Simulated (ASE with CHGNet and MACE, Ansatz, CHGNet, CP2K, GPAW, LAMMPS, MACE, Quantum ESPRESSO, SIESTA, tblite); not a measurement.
**Machine-learned potentials on glassy 69SiO2-10CaO-10Na2O-10BaO (mol %) (81 atoms): settings against a plane-wave reference**

Aim: run glassy 69SiO2-10CaO-10Na2O-10BaO (mol %) (81 atoms) in machine-learned potentials and see how near its forces come to a plane-wave reference, and at what cost.

Calculated with ASE with CHGNet and MACE; the method is named at each step.

## Step 1: The structure

The cell holds 81 atoms: 20 Si, 3 Ca, 6 Na, 3 Ba and 49 O. Its edges and angles: a = 10.453 Å, b = 10.453 Å, c = 10.453 Å, α = 90.0°, β = 90.0°, γ = 90.0°. 81 atoms (20 Si, 3 Ca, 6 Na, 3 Ba, 49 O) placed at random at 2.8 g/cm³, melted at 4000 K for 10 ps at fixed volume with the Morse and Coulomb pair potential with partial charges (Pedone, Malavasi, Menziani, Cormack and Segre, J. Phys. Chem. B 110, 11780 (2006)). Quenched from 4000 K to 300 K at 8 K/ps and fixed volume, held 10 ps at zero pressure.

The yardstick, on the same geometry:

```
method                                           : Kohn-Sham DFT, PBE, PAW, plane waves (Ansatz 0.2.0); cutoff 420 eV, Γ point, fermi-dirac smearing of 0.05 eV; PAW set soft_2
r.m.s. force component                           : 1.293 eV/Å
longest force                                    : 5.352 eV/Å
pressure                                         : 5.46 GPa
gap (highest filled to lowest empty level) : 2.944 eV
SCF cycles                                       : 9
time                                             : 6.8 s on 8 threads of Arm Neoverse V2, shared host
CPU time                                         : 49 s
```

## Step 2: CHGNet 0.3.0 potential

Method: machine-learned interatomic potential CHGNet 0.3.0, trained on PBE(+U) plane-wave data.

run.py reads:

```python
import numpy as np
from ase.io import read
import mlip  # loads the published weights by name

atoms = read("structure.xyz")
atoms.calc = mlip.calc("chgnet-0.3.0")
energy = atoms.get_potential_energy()
forces = atoms.get_forces()
print(f"energy {energy:.6f} eV")
print("forces (eV/A)")
for i, (a, f) in enumerate(zip(atoms, forces)):
    print(f"{i:4d} {a.symbol:2s} {f[0]:10.5f} {f[1]:10.5f} {f[2]:10.5f}")
stress = -atoms.get_stress(voigt=False) * 160.21766
print("stress (GPa, compression positive)")
for row in stress:
    print(" ".join(f"{x:10.4f}" for x in row))
```

structure.xyz reads:

```xyz
81
Lattice="10.45342 0.00000 0.00000 0.00000 10.45342 0.00000 0.00000 0.00000 10.45342" Properties=species:S:1:pos:R:3 pbc="T T T"
Si 9.66565 7.84027 6.91441
Si 7.35618 0.19004 1.28932
Si 3.89359 9.83510 7.65797
Si 3.93592 2.13260 0.90349
Si 10.45300 0.24273 0.62741
Si 1.17841 4.73927 8.87694
Si 7.65880 3.34185 0.95314
Si 6.75019 5.46379 9.42167
Si 1.23998 0.87861 3.48381
Si 9.50613 6.88734 9.82998
Si 3.98077 10.03466 2.31292
Si 5.25880 4.17395 2.86601
Si 1.22148 10.13919 6.32317
Si 3.08909 4.63013 6.59214
Si 2.37387 8.88164 10.33582
Si 0.00272 1.78158 8.49121
Si 9.11653 5.12333 5.53383
Si 4.84756 2.40930 8.31246
Si 1.30898 4.04286 4.07035
Si 7.77369 2.59119 7.00327
Ca 0.84767 3.35461 1.18155
Ca 4.27942 6.82535 8.37685
Ca 3.25864 5.85412 1.22054
Na 5.98103 4.90840 5.80740
Na 9.64663 5.90461 2.61074
Na 7.97042 2.72489 3.74107
Na 8.87506 10.37241 4.67540
Na 3.90425 7.23460 4.50417
Na 6.36373 7.51423 6.31763
Ba 7.43332 9.95720 8.66850
Ba 5.36574 0.61560 5.04179
Ba 7.02700 7.31656 2.26975
O 5.39156 5.77844 10.26369
O 3.19383 9.46191 9.00196
O 1.32800 2.46648 3.55280
O 7.90456 6.56088 9.77782
O 8.27660 4.00512 6.45509
O 8.11948 5.80217 4.47511
O 7.61594 1.61673 5.84628
O 7.42266 4.09868 9.98281
O 2.46868 1.66931 0.70487
O 8.88656 1.85527 8.07934
O 1.51188 4.97917 2.83904
O 2.49105 7.36161 10.03403
O 0.75944 0.32040 4.92607
O 0.53971 3.36224 8.22747
O 6.33446 2.66071 7.79647
O 4.11792 3.44649 1.91559
O 7.53660 0.22004 2.81511
O 2.83957 9.93159 6.45478
O 4.84359 5.65509 2.91473
O 0.30022 0.52706 2.24236
O 6.27937 5.71948 7.94000
O 6.42812 9.62425 0.58163
O 9.71457 6.33111 6.41924
O 7.42674 1.77144 0.82812
[... 21 atom lines left out ...]
O 5.39396 3.36255 4.25057
O 2.07668 5.40578 7.65995
O 2.29829 4.08656 5.31776
O 0.02666 1.53393 10.06288
```

The run is started by

```bash
OMP_NUM_THREADS=1 python run.py > output.txt
```

The log of the run:

```text
CHGNet v0.3.0 initialized with 412,525 parameters
CHGNet will run on cpu
energy -616.924683 eV
forces (eV/A)
   0 Si    1.44547    0.04096    1.56333
   1 Si    2.09318    1.47892   -0.72347
   2 Si   -1.06181    0.91931    1.80913
   3 Si    0.25027    0.50952   -0.06621
   4 Si   -1.67452   -0.82318    1.04768
   5 Si   -1.69481    0.52522   -3.13843
   6 Si   -0.61968    0.38778   -1.38702
   7 Si   -0.66870    0.38293    1.31166
   8 Si    2.79306   -0.84194   -0.97440
   9 Si   -0.51199    0.17364   -0.20513
  10 Si   -2.11137    0.82889   -0.01141
  11 Si    0.29928   -3.74544    0.62530
  12 Si    0.45623    0.80477    2.11552
  13 Si   -1.62436   -0.93450    1.95185
  14 Si    2.30399    0.00360   -1.41080
  15 Si    0.90375    3.48654   -1.88046
  16 Si   -1.59406    1.02805    0.55617
  17 Si   -2.60047    0.53856   -1.66957
  18 Si   -0.82081   -0.39411    1.69795
  19 Si    1.29173    0.68355    2.91111
  20 Ca    0.27160   -0.40619   -0.57595
  21 Ca   -0.73277   -0.74818    0.83573
  22 Ca    0.00361   -0.63291   -0.97832
  23 Na    0.24419   -0.53056   -0.05201
[...]
73 O     1.19719   -0.86431   -0.12870
  74 O    -0.07386    0.80959    1.70884
  75 O     0.20290    0.05375    0.37793
  76 O     2.25899   -1.36270   -1.22460
  77 O     0.42815   -0.47689    0.55344
  78 O    -0.52004    0.08218    0.02690
  79 O     0.37906   -0.88121   -0.13461
  80 O     0.18354   -0.20289    1.48475
stress (GPa, compression positive)
    6.1984     0.4673     1.8070
    0.4673     5.3186     0.9499
    1.8070     0.9499     5.6158
```

It took 3.8 s on 1 thread of Arm Neoverse V2, shared host; peak memory 1.1 GiB.

Banners, paths, timers and routine set-up lines are dropped from the logs unmarked, and long logs keep their key lines alone; longer cuts are marked.

Against the reference:

| Property | Result |
| --- | --- |
| r.m.s. force component | 1.28 eV/Å |
| r.m.s. difference of force components | 133.2 meV/Å |
| longest difference of force vectors | 508.7 meV/Å |
| force difference over r.m.s. force | 10.3 % |
| slope of forces against the reference's | 0.9848 |
| correlation of force components | 0.9947 |
| pressure | 5.711 GPa |
| pressure difference | 0.2509 GPa |

Length of the force difference by element (eV/Å):

```tsv
element	atoms	mean	most
Ba	3	0.29	0.45
Ca	3	0.30	0.41
Na	6	0.13	0.21
O	49	0.16	0.33
Si	20	0.31	0.51
```

Local excerpt of 10 atoms (numbers count through the whole input) about Ca21, one of the 3 Ca atoms; x, y, z are measured from there.

```tsv
atom	x	y	z	distance (Å)	Fx	Fy	Fz (eV/Å)
Ca21	0.00	0.00	0.00	0.00	0.27	-0.41	-0.58
O73	1.25	1.00	-1.63	2.28	2.55	-0.42	4.74
O57	-2.25	0.30	0.39	2.31	3.21	0.54	1.19
O41	1.62	-1.69	-0.48	2.39	-2.12	0.41	0.30
O43	0.66	1.62	1.66	2.41	0.36	0.91	-1.75
O81	-0.82	-1.82	-1.57	2.54	0.18	-0.20	1.48
O35	0.48	-0.89	2.37	2.58	-0.48	1.37	0.06
Si19	0.46	0.69	2.89	3.01	-0.82	-0.39	1.70
O52	-0.55	-2.83	1.06	3.07	-1.07	-0.02	-0.85
Si6	0.33	1.38	-2.76	3.10	-1.69	0.53	-3.14
```

Atoms are counted from 1 here, from 0 in the log.

Forces lie 10 % from the reference's, at 0.073 times its CPU time (on 1 against 8 cores).

## Step 3: MACE MPA-0 medium potential

Method: machine-learned interatomic potential MACE MPA-0 medium, trained on PBE(+U) plane-wave data.

run.py, as its differences from that of step 2:

```diff
@@ -5,3 +5,3 @@
 atoms = read("structure.xyz")
-atoms.calc = mlip.calc("chgnet-0.3.0")
+atoms.calc = mlip.calc("mace-mpa-0-medium")
 energy = atoms.get_potential_energy()
```

structure.xyz is that of step 2.

The log of the run:

```text
energy -581.513401 eV
forces (eV/A)
   0 Si    1.12882    0.09766    1.75724
   1 Si    2.15395    1.65747   -0.35196
   2 Si   -1.13578    1.33172    2.03695
   3 Si    0.15922    0.80542   -0.20356
   4 Si   -1.62829   -0.79924    1.12533
   5 Si   -1.78196    0.76392   -3.03564
   6 Si   -0.57953    0.42628   -1.54475
   7 Si   -0.94281    0.66880    1.50449
   8 Si    2.90028   -0.82027   -1.32609
   9 Si   -0.58933    0.05372    0.04741
  10 Si   -2.20893    0.57031   -0.27637
  11 Si    0.31605   -3.89347    0.42584
  12 Si    0.53550    1.00038    2.18000
  13 Si   -1.42702   -0.69617    1.88230
  14 Si    2.22795   -0.03710   -1.34957
  15 Si    0.82064    3.47565   -1.67077
  16 Si   -1.86925    0.99492    0.51709
  17 Si   -2.41338    0.61945   -1.68012
  18 Si   -0.75820   -0.50325    1.87416
  19 Si    1.34430    0.65155    3.01762
  20 Ca    0.28684   -0.47933   -0.70040
  21 Ca   -0.84137   -0.96047    1.12160
  22 Ca    0.01538   -0.64707   -1.25523
  23 Na    0.30557   -0.61642    0.01304
[...]
73 O     1.12223   -0.84031   -0.13759
  74 O     0.03740    0.75867    1.70641
  75 O     0.17172   -0.00122    0.46624
  76 O     2.27259   -1.21856   -1.44503
  77 O     0.37966   -0.51097    0.62398
  78 O    -0.47426   -0.04547   -0.14359
  79 O     0.35424   -0.84747   -0.15596
  80 O     0.09500   -0.29421    1.37463
stress (GPa, compression positive)
    6.2790     0.6541     2.0306
    0.6541     5.3309     1.0889
    2.0306     1.0889     5.4924
```

The job ended after 7.1 s (1 thread; peak memory 1 GiB).

Compared with the plane-wave run:

- r.m.s. force component: 1.298 eV/Å
- r.m.s. difference of force components: 74.41 meV/Å
- longest difference of force vectors: 373.4 meV/Å
- force difference over r.m.s. force: 5.753 %
- slope of forces against the reference's: 1.002
- correlation of force components: 0.9984
- pressure: 5.701 GPa
- pressure difference: 0.2408 GPa

Against the first run (10 %), the force difference from the reference is 5.8 %, at 1.9 times the CPU time.

## Step 4: MACE MP-0b3 medium potential

Method: machine-learned interatomic potential MACE MP-0b3 medium, trained on PBE(+U) plane-wave data.

run.py, as its differences from that of step 3:

```diff
@@ -5,3 +5,3 @@
 atoms = read("structure.xyz")
-atoms.calc = mlip.calc("mace-mpa-0-medium")
+atoms.calc = mlip.calc("mace-mp-0b3-medium")
 energy = atoms.get_potential_energy()
```

structure.xyz is that of step 3.

The log of the run:

```text
energy -581.981754 eV
forces (eV/A)
   0 Si    1.18386    0.17041    1.60939
   1 Si    2.11001    1.68264   -0.28903
   2 Si   -1.22868    1.15411    1.93693
   3 Si    0.19253    0.90194   -0.15752
   4 Si   -1.56670   -0.85866    1.21760
   5 Si   -1.71854    0.76135   -2.99061
   6 Si   -0.69609    0.37331   -1.46017
   7 Si   -0.84787    0.66162    1.43104
   8 Si    2.90718   -0.83416   -1.19389
   9 Si   -0.57969    0.09509   -0.12992
  10 Si   -2.23307    0.63915   -0.20044
  11 Si    0.34394   -4.06930    0.68924
  12 Si    0.54274    0.84647    2.13944
  13 Si   -1.33732   -0.72764    1.86796
  14 Si    2.38101    0.09133   -1.40514
  15 Si    0.92954    3.34661   -1.80128
  16 Si   -1.75779    1.02723    0.59700
  17 Si   -2.44494    0.50210   -1.59868
  18 Si   -0.68905   -0.59223    1.82957
  19 Si    1.27947    0.62269    2.84424
  20 Ca    0.32540   -0.46213   -0.66642
  21 Ca   -0.79137   -0.83403    1.10182
  22 Ca   -0.03069   -0.55646   -1.25183
  23 Na    0.25988   -0.56881   -0.04397
[...]
73 O     1.04161   -0.82378   -0.16843
  74 O    -0.01308    0.71324    1.68298
  75 O     0.21836   -0.01028    0.42918
  76 O     2.29616   -1.22566   -1.43646
  77 O     0.38494   -0.42699    0.50344
  78 O    -0.50378   -0.02856   -0.09799
  79 O     0.33394   -0.85643   -0.09277
  80 O     0.08852   -0.22269    1.40298
stress (GPa, compression positive)
    6.0477     0.5924     1.9105
    0.5924     5.2663     0.9559
    1.9105     0.9559     5.5090
```

It took 7 s on 1 thread; peak memory 1 GiB.

Against the reference:

| Quantity | Value |
| --- | --- |
| r.m.s. force component | 1.285 eV/Å |
| r.m.s. difference of force components | 86.44 meV/Å |
| longest difference of force vectors | 433.9 meV/Å |
| force difference over r.m.s. force | 6.684 % |
| slope of forces against the reference's | 0.9915 |
| correlation of force components | 0.9978 |
| pressure | 5.608 GPa |
| pressure difference | 0.1477 GPa |

Against the first run (10 %), the force difference from the reference is 6.7 %, at 2.0 times the CPU time.

## Step 5: Side by side

Differences are against the plane-wave reference, forces as r.m.s. over components; share is that over the reference's r.m.s. force, slope the least-squares factor from reference forces to these. Total energies of different programs have different zeros and aren't compared.

```tsv
run	Δ force, r.m.s. (meV/Å)	share (%)	slope	Δ pressure (GPa)	cores	CPU time	memory (GiB)
reference	-	-	-	-	8	49 s	1.5
CHGNet 0.3.0 potential	133	10.3	0.985	0.251	1	3.6 s	1.1
MACE MPA-0 medium potential	74.4	5.75	1.002	0.241	1	6.9 s	1.0
MACE MP-0b3 medium potential	86.4	6.68	0.992	0.148	1	7 s	1.0
```

Times of the machine-learned potentials are mostly Python's start and the loading of weights.

CPU time is summed over cores on a shared host, where runs went side by side, so it is rough. Symmetry, cutoffs, thresholds, outputs and thread counts weren't matched or tuned between programs; memory under MPI is the largest rank's times the ranks.

## Step 6: Outcome

* nearest in forces: MACE MPA-0 medium potential, 5.8 %
* its CPU time: 6.9 s

What this shows: Machine-learned potentials differ by 5.8 % (MACE MPA-0 medium potential) to 10 % (CHGNet 0.3.0 potential); they were trained on other programs' data. Machine-learned potentials mimic data converged in k, so the reference's own k-point error enters their differences. The quench rate of 8 K/ps is many orders above laboratory rates, so the cell is likely richer in defects and strain than a real sample. The network of bonds at the start is that of the classical potential that made the cell, and needn't be the one that DFT or experiment would give. The electronic-structure runs sample only Γ, in a cell whose shortest periodic width is 10 Å. Spin–orbit coupling is left out, which matters for the levels of the heavy elements.

[Also dropped from logs without a mark: logging warnings of Python, and SIESTA's first energy breakdown and zero terms.]

[Logs are printed without paths, hosts, clocks, repeated set-up lines and the standing remarks that a program may print on its own settings, such as how far it seeks lower states.]

[Hosts, paths, dates, database ids (printed as entryN), source tags and the programs' standing remarks are cut or masked in the printed files.]
